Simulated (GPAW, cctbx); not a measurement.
## Na2CuAuI6: what bonding does to one electron reflection, worked out

Na2CuAuI6, Fm-3m (no. 225), a = 11.3632 Å, b = 11.3632 Å, c = 11.3632 Å, α = 90.00°, β = 90.00°, γ = 90.00°.

```csv
atom,mult.,x,y,z
Au1,4,0,0,0
I1,24,0,0,0.7462
Cu1,4,1/2,0,0
Na1,8,1/4,3/4,3/4
```

The cell comes from substitution in a known structure type and wasn't matched to any measured phase.

A DFT run (GPAW, PBE, 450 eV, 3×3×3 k-points, Fermi–Dirac width 0.05 eV) gives the static X-ray structure factor of 020 as 734.411 e for the conventional cell; superposed free atoms give 733.461 e. **Problem.** Find the Fourier component V of the crystal potential and the two-beam extinction distance at 80 kV in both cases.

## Step 1: Geometry

The cell volume is Ω = 1467.24 Å³ and d(020) = 5.6816 Å, so g = 1/d = 0.1760 Å⁻¹.

## Step 2: The nuclei

Electrons feel nuclei as well as electrons, so the nuclear charges are summed with the same phases.

Phase sums Σ exp(2πi h·x), turned so that the total is real and positive: Au +4.000, I +8.009, Cu +4.000, Na -8.000. Then F_Z = 79 × (+4.000) + 53 × (+8.009) + 29 × (+4.000) + 11 × (-8.000) = 768.49 e. The electron term has the same sign for this reflection.

## Step 3: Mott–Bethe

Poisson's equation, term by term, gives V = (e/4πε₀)(F_Z − F)/(πΩg²), with e/4πε₀ = 14.3996 V Å.

The prefactor is 14.3996 × 5.6816²/(π × 1467.24) = 0.10084 V per electron. Free atoms: (768.49 − 733.461) × 0.10084 = 3.532 V. Crystal: (768.49 − 734.411) × 0.10084 = 3.436 V. F changes by +0.13 % and V by -2.7 %: the same 0.95 e is measured against F_Z − F = 35.0 e in place of F = 733.5 e.

## Step 4: Extinction distance

In the two-beam case ξ = 1/(λU) with U = 2γm₀eV/h², that is ξ = 150.41 V Å²/(γλV).

At 80 kV, λ = 0.04176 Å and γ = 1.1566. Free atoms: ξ = 882 Å. Crystal: ξ = 906 Å. The thickness fringes go as sin²(πt/ξ), so the two patterns slip by a quarter of a period when t|1/ξ₁ − 1/ξ₀| = 1/4, at t ≈ 813 nm, thicker than usual samples. Thermal motion, absorption and many-beam coupling, left out here, change a real pattern.

## Step 5: Answer

V(020) is 3.44 V against 3.53 V, and ξ is 906 against 882 Å. Limits: static atoms, two beams.

[Outputs are excerpts: Python notices, other lines and further rows are left out; steps that failed or that the build refused (PBEsol, TPSS) are not shown.]

[Logs are printed without paths, hosts, clocks, repeated set-up lines and the standing remarks that a program may print on its own settings, such as how far it seeks lower states.]
